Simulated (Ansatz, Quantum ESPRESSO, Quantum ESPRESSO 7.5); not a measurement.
# Ballistic transmission: vacuum gap of 6.0 Å between two Al(111) faces

Aim: the zero-bias transmission with pwcond for this junction: vacuum gap of 6.0 Å between two Al(111) faces.

Method: plane-wave DFT, PBE, GBRV ultrasoft pseudopotentials (cross-check by Ansatz 0.2.0 with PAW datasets), in Quantum ESPRESSO 7.5.

## Step 1: Set-up

The cell holds 18 atoms: 18 Al. Its edges and angles: a = 2.857 Å, b = 2.857 Å, c = 45.652 Å, α = 90.0°, β = 90.0°, γ = 60.0°. It derives from Al. Regions: left lead, 9 atoms (9 Al); right lead, 9 atoms (9 Al). The structure is stacked along c, and the current runs across the ab planes.

## Step 2: Self-consistent run

One periodic cell holds a stretch of lead, the junction and more lead; the atoms stay as built.

scf.in

```
&control
  prefix = 'scf'
  outdir = './out'
  pseudo_dir = './pseudo'
  calculation = 'scf'
  tprnfor = .true.
/
&system
  ibrav = 0
  nat = 18
  ntyp = 1
  ecutwfc = 40
  ecutrho = 200
  occupations = 'smearing'
  smearing = 'mv'
  degauss = 0.01
/
&electrons
  conv_thr = 1e-07
  mixing_beta = 0.25
  electron_maxstep = 120
  mixing_mode = 'local-TF'
/
ATOMIC_SPECIES
  Al  26.9815  al_pbe_v1.uspp.F.UPF
CELL_PARAMETERS angstrom
  2.85671139599365 0.00000000000000 0.00000000000000
  1.42835569799683 2.47398464021101 0.00000000000000
  0.00000000000000 0.00000000000000 45.65241648794350
ATOMIC_POSITIONS crystal
  Al  0.000000000000 0.000000000000 0.000000000000
  Al  0.333333333000 0.333333333000 0.051092478054
  Al  0.666666667000 0.666666667000 0.102184956108
  Al  0.000000000000 0.000000000000 0.153277434162
  Al  0.333333333000 0.333333333000 0.204369912216
  Al  0.666666667000 0.666666667000 0.255462390270
  Al  0.000000000000 0.000000000000 0.306554868324
  Al  0.333333333000 0.333333333000 0.357647346379
  Al  0.666666667000 0.666666667000 0.408739824433
  Al  0.000000000000 0.000000000000 0.540167697513
  Al  0.333333333000 0.333333333000 0.591260175567
  Al  0.666666667000 0.666666667000 0.642352653621
  Al  0.000000000000 0.000000000000 0.693445131676
  Al  0.333333333000 0.333333333000 0.744537609730
  Al  0.666666667000 0.666666667000 0.795630087784
  Al  0.000000000000 0.000000000000 0.846722565838
  Al  0.333333333000 0.333333333000 0.897815043892
  Al  0.666666667000 0.666666667000 0.948907521946
K_POINTS automatic
  10 10 1 0 0 0
```

Command:

```bash
$ OMP_NUM_THREADS=1 mpirun -n 2 pw.x -nk 2 -in scf.in > scf.out
```

Output:

```text
Program PWSCF v.7.5 starts
[citation notice left out]

     Parallel version (MPI & OpenMP), running on       2 processor cores
     Number of MPI processes:                 2
     Threads/MPI process:                     1

     MPI processes distributed on     1 nodes
[...]
Current dimensions of program PWSCF are:
     Max number of different atomic species (ntypx) = 10
     Max number of k-points (npk) =  40000
     Max angular momentum in pseudopotentials (lmaxx) =  4
     Message from routine setup:
     using ibrav=0 with symmetry is DISCOURAGED, use correct ibrav instead

     K-points division:     npool     =       2
     Subspace diagonalization in iterative solution of the eigenvalue problem:
     a serial algorithm will be used

     G-vector sticks info
     --------------------
     sticks:   dense  smooth     PW     G-vecs:    dense   smooth      PW
     Sum         397     313    109               103565    74207   13541

     Using Slab Decomposition

     bravais-lattice index     =            0
     lattice parameter (alat)  =       5.3984  a.u.
     unit-cell volume          =    2177.3274 (a.u.)^3
     number of atoms/cell      =           18
     number of atomic types    =            1
     number of electrons       =        54.00
     number of Kohn-Sham states=           32
     kinetic-energy cutoff     =      40.0000  Ry
     charge density cutoff     =     200.0000  Ry
     scf convergence threshold =      1.0E-07
     mixing beta               =       0.2500
     number of iterations used =            8  local-TF  mixing
     Exchange-correlation= SLA  PW   PBE  PBE
                           (   1   4   3   4   0   0   0)

     celldm(1)=   5.398402  celldm(2)=   0.000000  celldm(3)=   0.000000
     celldm(4)=   0.000000  celldm(5)=   0.000000  celldm(6)=   0.000000

     crystal axes: (cart. coord. in units of alat)
               a(1) = (   1.000000   0.000000   0.000000 )
               a(2) = (   0.500000   0.866025   0.000000 )
               a(3) = (   0.000000   0.000000  15.980759 )

     reciprocal axes: (cart. coord. in units 2 pi/alat)
               b(1) = (  1.000000 -0.577350  0.000000 )
               b(2) = (  0.000000  1.154701  0.000000 )
               b(3) = (  0.000000  0.000000  0.062575 )

     PseudoPot. # 1 for Al read from file:
     ./pseudo/al_pbe_v1.uspp.F.UPF
     Pseudo is Ultrasoft + core correction, Zval =  3.0
     Generated by new atomic code, or converted to UPF format
     Using radial grid of  893 points,  3 beta functions with:
                l(1) =   0
                l(2) =   1
                l(3) =   2
     Q(r) pseudized with  8 coefficients,  rinner =    0.900   0.900   0.900
                                                       0.900   0.900

     atomic species   valence    mass     pseudopotential
     Al                3.00    26.98150     Al( 1.00)

      6 Sym. Ops. (no inversion) found

   Cartesian axes

     site n.     atom                  positions (alat units)
         1        Al     tau(   1) = (   0.0000000   0.0000000   0.0000000  )
         2        Al     tau(   2) = (   0.5000000   0.2886751   0.8164966  )
         3        Al     tau(   3) = (   1.0000000   0.5773503   1.6329932  )
         4        Al     tau(   4) = (   0.0000000   0.0000000   2.4494897  )
         5        Al     tau(   5) = (   0.5000000   0.2886751   3.2659863  )
         6        Al     tau(   6) = (   1.0000000   0.5773503   4.0824829  )
         7        Al     tau(   7) = (   0.0000000   0.0000000   4.8989795  )
         8        Al     tau(   8) = (   0.5000000   0.2886751   5.7154761  )
         9        Al     tau(   9) = (   1.0000000   0.5773503   6.5319726  )
        10        Al     tau(  10) = (   0.0000000   0.0000000   8.6322898  )
        11        Al     tau(  11) = (   0.5000000   0.2886751   9.4487864  )
        12        Al     tau(  12) = (   1.0000000   0.5773503  10.2652830  )
        13        Al     tau(  13) = (   0.0000000   0.0000000  11.0817796  )
        14        Al     tau(  14) = (   0.5000000   0.2886751  11.8982761  )
        15        Al     tau(  15) = (   1.0000000   0.5773503  12.7147727  )
        16        Al     tau(  16) = (   0.0000000   0.0000000  13.5312693  )
        17        Al     tau(  17) = (   0.5000000   0.2886751  14.3477659  )
        18        Al     tau(  18) = (   1.0000000   0.5773503  15.1642625  )

     number of k points=    14  Marzari-Vanderbilt smearing, width (Ry)=  0.0100
                       cart. coord. in units 2pi/alat
        k(    1) = (   0.0000000   0.0000000   0.0000000), wk =   0.0200000
        k(    2) = (   0.0000000   0.1154701   0.0000000), wk =   0.1200000
        k(    3) = (   0.0000000   0.2309401   0.0000000), wk =   0.1200000
        k(    4) = (   0.0000000   0.3464102   0.0000000), wk =   0.1200000
        k(    5) = (   0.0000000   0.4618802   0.0000000), wk =   0.1200000
        k(    6) = (   0.0000000  -0.5773503   0.0000000), wk =   0.0600000
        k(    7) = (   0.1000000   0.1732051   0.0000000), wk =   0.1200000
        k(    8) = (   0.1000000   0.2886751   0.0000000), wk =   0.2400000
        k(    9) = (   0.1000000   0.4041452   0.0000000), wk =   0.2400000
        k(   10) = (   0.1000000  -0.6350853   0.0000000), wk =   0.2400000
[...]
k(   14) = (   0.3000000  -0.6350853   0.0000000), wk =   0.1200000

     Dense  grid:   103565 G-vectors     FFT dimensions: (  25,  25, 400)

     Smooth grid:    74207 G-vectors     FFT dimensions: (  24,  24, 360)

     Estimated max dynamical RAM per process >     208.96 MB

     Estimated total dynamical RAM >     392.64 MB

     Initial potential from superposition of free atoms

     starting charge      53.9556, renormalised to      54.0000
     Starting wfcs are   72 randomized atomic wfcs

     total cpu time spent up to now is        6.6 secs

     per-process dynamical memory:   126.8 Mb

     Self-consistent Calculation

     iteration #  1     ecut=    40.00 Ry     beta= 0.25
     Davidson diagonalization with overlap
     ethr =  1.00E-02,  avg # of iterations =  2.9

     total cpu time spent up to now is       17.3 secs

     total energy              =    -120.67974889 Ry
     estimated scf accuracy    <       1.64557117 Ry

     iteration #  2     ecut=    40.00 Ry     beta= 0.25
[...]
negative rho (up, down):  5.476E-03 0.000E+00

[...]
total energy              =    -120.59816913 Ry
     estimated scf accuracy    <       1.29710526 Ry

[...]
total energy              =    -120.65656748 Ry
     estimated scf accuracy    <       0.03301940 Ry

     iteration #  8     ecut=    40.00 Ry     beta= 0.25
[...]
negative rho (up, down):  9.438E-07 0.000E+00

[...]
total energy              =    -120.65676001 Ry
     estimated scf accuracy    <       0.02658413 Ry

     iteration #  9     ecut=    40.00 Ry     beta= 0.25
[...]
total energy              =    -120.65661768 Ry
     estimated scf accuracy    <       0.01980062 Ry

     iteration # 10     ecut=    40.00 Ry     beta= 0.25
[...]
total energy              =    -120.65672307 Ry
     estimated scf accuracy    <       0.00663103 Ry

     iteration # 11     ecut=    40.00 Ry     beta= 0.25
[...]
total energy              =    -120.65678013 Ry
     estimated scf accuracy    <       0.00526357 Ry

     iteration # 12     ecut=    40.00 Ry     beta= 0.25
[...]
total energy              =    -120.65676813 Ry
     estimated scf accuracy    <       0.00489948 Ry

[... 34 further iterations ...]
     iteration # 47     ecut=    40.00 Ry     beta= 0.25
[...]
total energy              =    -120.65680708 Ry
     estimated scf accuracy    <       0.00000651 Ry

     iteration # 48     ecut=    40.00 Ry     beta= 0.25
[...]
total energy              =    -120.65680708 Ry
     estimated scf accuracy    <       0.00000669 Ry

     iteration # 49     ecut=    40.00 Ry     beta= 0.25
[...]
total energy              =    -120.65680707 Ry
     estimated scf accuracy    <       0.00000620 Ry

     iteration # 50     ecut=    40.00 Ry     beta= 0.25
[...]
total energy              =    -120.65680704 Ry
     estimated scf accuracy    <       0.00000516 Ry

     iteration # 51     ecut=    40.00 Ry     beta= 0.25
[...]
total energy              =    -120.65680702 Ry
     estimated scf accuracy    <       0.00000240 Ry

     iteration # 52     ecut=    40.00 Ry     beta= 0.25
[...]
total energy              =    -120.65680705 Ry
     estimated scf accuracy    <       0.00000062 Ry

     iteration # 53     ecut=    40.00 Ry     beta= 0.25
[...]
total energy              =    -120.65680706 Ry
     estimated scf accuracy    <       0.00000063 Ry

     iteration # 54     ecut=    40.00 Ry     beta= 0.25
[...]
total energy              =    -120.65680705 Ry
     estimated scf accuracy    <       0.00000293 Ry

     iteration # 55     ecut=    40.00 Ry     beta= 0.25
[...]
total energy              =    -120.65680705 Ry
     estimated scf accuracy    <       0.00000091 Ry

     iteration # 56     ecut=    40.00 Ry     beta= 0.25
[...]
End of self-consistent calculation

          k = 0.0000 0.0000 0.0000 (  9437 PWs)   bands (ev):

    -4.1841  -4.1219  -4.0186  -3.8768  -3.6995  -3.4764  -3.2138  -2.9201
    -2.5853  -2.2100  -1.8026  -1.3490  -0.8629  -0.3318   0.2180   0.8198
     1.4432   2.1628   2.6802   3.4887   4.2134   5.0348   5.7701   6.6816
     7.3795   8.4244   8.9778  10.2485  10.5473  12.1413  12.2151  14.0649

          k = 0.0000 0.1155 0.0000 (  9457 PWs)   bands (ev):

    -3.9422  -3.8802  -3.7770  -3.6353  -3.4583  -3.2355  -2.9732  -2.6800
    -2.3457  -1.9710  -1.5641  -1.1112  -0.6258  -0.0956   0.4534   1.0543
     1.6767   2.3967   2.9083   3.7172   4.4406   5.2596   5.9934   6.9009
     7.5978   8.6353   9.1901  10.4445  10.7497  12.3023  12.3958  14.0778

          k = 0.0000 0.2309 0.0000 (  9369 PWs)   bands (ev):

    -3.2187  -3.1570  -3.0542  -2.9131  -2.7369  -2.5150  -2.2538  -1.9619
    -1.6291  -1.2560  -0.8510  -0.4003   0.0828   0.6104   1.1566   1.7541
     2.3733   3.0928   3.5900   4.3967   5.1143   5.9225   6.6474   7.5326
     8.2154   9.1776   9.7185  10.4415  10.8957  10.9389  11.0086  11.1437

          k = 0.0000 0.3464 0.0000 (  9312 PWs)   bands (ev):

    -2.0200  -1.9586  -1.8566  -1.7166  -1.5417  -1.3215  -1.0623  -0.7727
    -0.4426  -0.0726   0.3288   0.7754   1.2538   1.7759   2.3158   2.9052
     3.5148   4.2205   4.7061   5.4743   6.1361   6.7553   7.0809   7.2382
     7.4206   7.6443   7.9026   8.0559   8.2135   8.2884   8.5583   8.7959

          k = 0.0000 0.4619 0.0000 (  9218 PWs)   bands (ev):

    -0.3571  -0.2964  -0.1956  -0.0573   0.1155   0.3328   0.5887   0.8741
     1.1993   1.5630   1.9569   2.3933   2.8579   3.3577   3.8576   4.2952
     4.3205   4.3609   4.4895   4.5313   4.6728   4.7584   4.9998   5.3085
     5.6499   5.9943   6.1914   6.3309   6.4609   6.6845   7.0916   7.2713

          k = 0.0000-0.5774 0.0000 (  9216 PWs)   bands (ev):

     1.7505   1.7507   1.8087   1.8104   1.9065   1.9085   2.0394   2.0420
     2.2029   2.2054   2.3768   2.4687   2.6649   2.7141   2.9385   2.9748
     3.2445   3.2794   3.5793   3.6050   3.8988   3.9261   4.2586   4.6177
     5.0048   5.3417   5.6179   5.6988   6.1080   6.1639   6.6751   6.7035

[...]
the Fermi energy is     7.1546 ev

!    total energy              =    -120.65680697 Ry
     estimated scf accuracy    <       0.00000008 Ry
     smearing contrib. (-TS)   =      -0.00078806 Ry
     internal energy E=F+TS    =    -120.65601891 Ry

     The total energy is F=E-TS. E is the sum of the following terms:
     one-electron contribution =     -82.31085087 Ry
     hartree contribution      =      66.29338151 Ry
     xc contribution           =     -77.12142542 Ry
     ewald contribution        =     -27.51712414 Ry

     convergence has been achieved in  56 iterations

     Forces acting on atoms (cartesian axes, Ry/au):

     atom    1 type  1   force =     0.00000000    0.00000000    0.00140788
     atom    2 type  1   force =     0.00000000    0.00000000    0.00140898
     atom    3 type  1   force =     0.00000000    0.00000000   -0.00017327
     atom    4 type  1   force =     0.00000000    0.00000000   -0.00172758
     atom    5 type  1   force =     0.00000000    0.00000000    0.00073904
     atom    6 type  1   force =     0.00000000    0.00000000    0.00080654
     atom    7 type  1   force =     0.00000000    0.00000000   -0.00056615
     atom    8 type  1   force =     0.00000000    0.00000000   -0.00050272
     atom    9 type  1   force =     0.00000000    0.00000000    0.00460501
     atom   10 type  1   force =     0.00000000    0.00000000   -0.00460524
     atom   11 type  1   force =     0.00000000    0.00000000    0.00049297
     atom   12 type  1   force =     0.00000000    0.00000000    0.00059738
     atom   13 type  1   force =     0.00000000    0.00000000   -0.00085064
     atom   14 type  1   force =     0.00000000    0.00000000   -0.00068289
     atom   15 type  1   force =     0.00000000    0.00000000    0.00167141
     atom   16 type  1   force =     0.00000000    0.00000000    0.00022631
     atom   17 type  1   force =     0.00000000    0.00000000   -0.00144127
     atom   18 type  1   force =     0.00000000    0.00000000   -0.00140576

     Total force =     0.007737     Total SCF correction =     0.000525

[...]
=------------------------------------------------------------------------------=
   JOB DONE.
=------------------------------------------------------------------------------=
```

It took 7.3 min on 2 MPI ranks of Arm Neoverse N1, shared host; peak memory 0.43 GiB; 15 min of CPU time.

Read from the output:

- free energy: -1641.6195 eV
- Fermi energy: 7.155 eV

The program's own clock; routines nest. Time by routine:

```
     routine  wall time (s)  calls
       PWSCF          438.9      1
   electrons          430.6      1
     c_bands          333.6     56
     cegterg          297.4    392
       h_psi          245.1    995
        fftw          217.5  65318
    vloc_psi          193.8    995
    sum_band          67.97     56
      calbec           38.2   1415
h_psi:calbec          25.44    995
  add_vuspsi          25.39    995
       s_psi          25.25    995
     mix_rho          13.37     56
        ffts           8.43   1510
```

The run needed 56 iterations to bring the estimated error under 1e-07 Ry; the largest force on any atom, held or free, is 0.12 eV/Å.

[end of part 1 of 4]

[Logs are printed without paths, hosts, clocks, repeated set-up lines and the standing remarks that a program may print on its own settings, such as how far it seeks lower states.]

[Hosts, paths, dates, database ids (printed as entryN), source tags and the programs' standing remarks are cut or masked in the printed files.]

[Maps of the electrostatic potential energy from Ansatz leave out the sawtooth potential of an applied field or a dipole correction, so their vacuum need not be flat; planar profiles and work functions include it.]
